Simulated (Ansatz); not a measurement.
Fe (Im-3m): the Drude term of Re ε in the infrared

Re ε of Fe (Im-3m) at low photon energies is read from one computed spectrum; the carriers' damping was typed as γ = 0.05 eV.

Cell: a, b, c = 2.499, 2.499, 2.499 Å (primitive vectors), 1 atoms.

Method: Ansatz 0.2.0, PBE, independent particles, k-mesh 16×16×16 with interpolation inside its cells, Gaussian parameter 0.1 eV.

Launch of the response step: `ansatz run input.yaml --threads 4 --pin off --max-ram 8192MiB --backend cpu --events-out ev --progress --plain --runs-dir out`. The run took 37 s, on 4 threads of Intel(R) Xeon(R) Processor @ 2.50GHz (Skylake/Cascade Lake), on a shared host.

| photon energy E (eV) | wavelength (µm) | Re ε |
| --- | --- | --- |
| 0.25 | 4.96 | -558.2 |
| 0.30 | 4.13 | -380.9 |
| 0.35 | 3.54 | -273.7 |
| 0.40 | 3.10 | -204.3 |
| 0.50 | 2.48 | -123.1 |
| 0.60 | 2.07 | ? |
| 0.70 | 1.77 | -53.7 |

A Drude term over a constant background gives Re ε = ε_b − ωp²/(E² + γ²), linear in 1/(E² + γ²).

Working, on the rows shown:

| x = 1/(E² + γ²) (eV⁻²) | y = Re ε |
| --- | --- |
| 15.3846 | -558.2 |
| 10.8108 | -380.9 |
| 8 | -273.7 |
| 6.15385 | -204.3 |
| 3.9604 | -123.1 |
| 2.03046 | -53.7 |

Means: x̄ = 7.7234, ȳ = -265.65. Σ(x − x̄)(y − ȳ) = -4439, Σ(x − x̄)² = 117.3. Slope = -4439 / 117.3 = -37.83; intercept = ȳ − slope · x̄ = 26.514. The line misses the rows shown by at most 3.4.

Question: Predict the last column of the withheld row from the fit.

Answer: At x = 2.7586 the line gives y = -77.841. The run gave -79.3, so the interpolation is off by 1.5, 0.3 % of the range in the table.

Refitted with all rows, the slope is -37.78 and the intercept 25.991. These give ωp = √(−slope) = 6.15 eV, against 6.36 eV from the program's Fermi-surface sum, and an intercept of 26.0. Taking the program's Drude term off the rows leaves 64 at the lowest energy and 28 at the highest, so the background isn't constant: interband transitions lie in or near the window, and neither fitted number can be trusted. The cell comes from an older database entry, whose edges can be off by a per cent or so. The values come from a sum over the points of one k-mesh and carry its error, which is largest for Fermi-surface quantities.
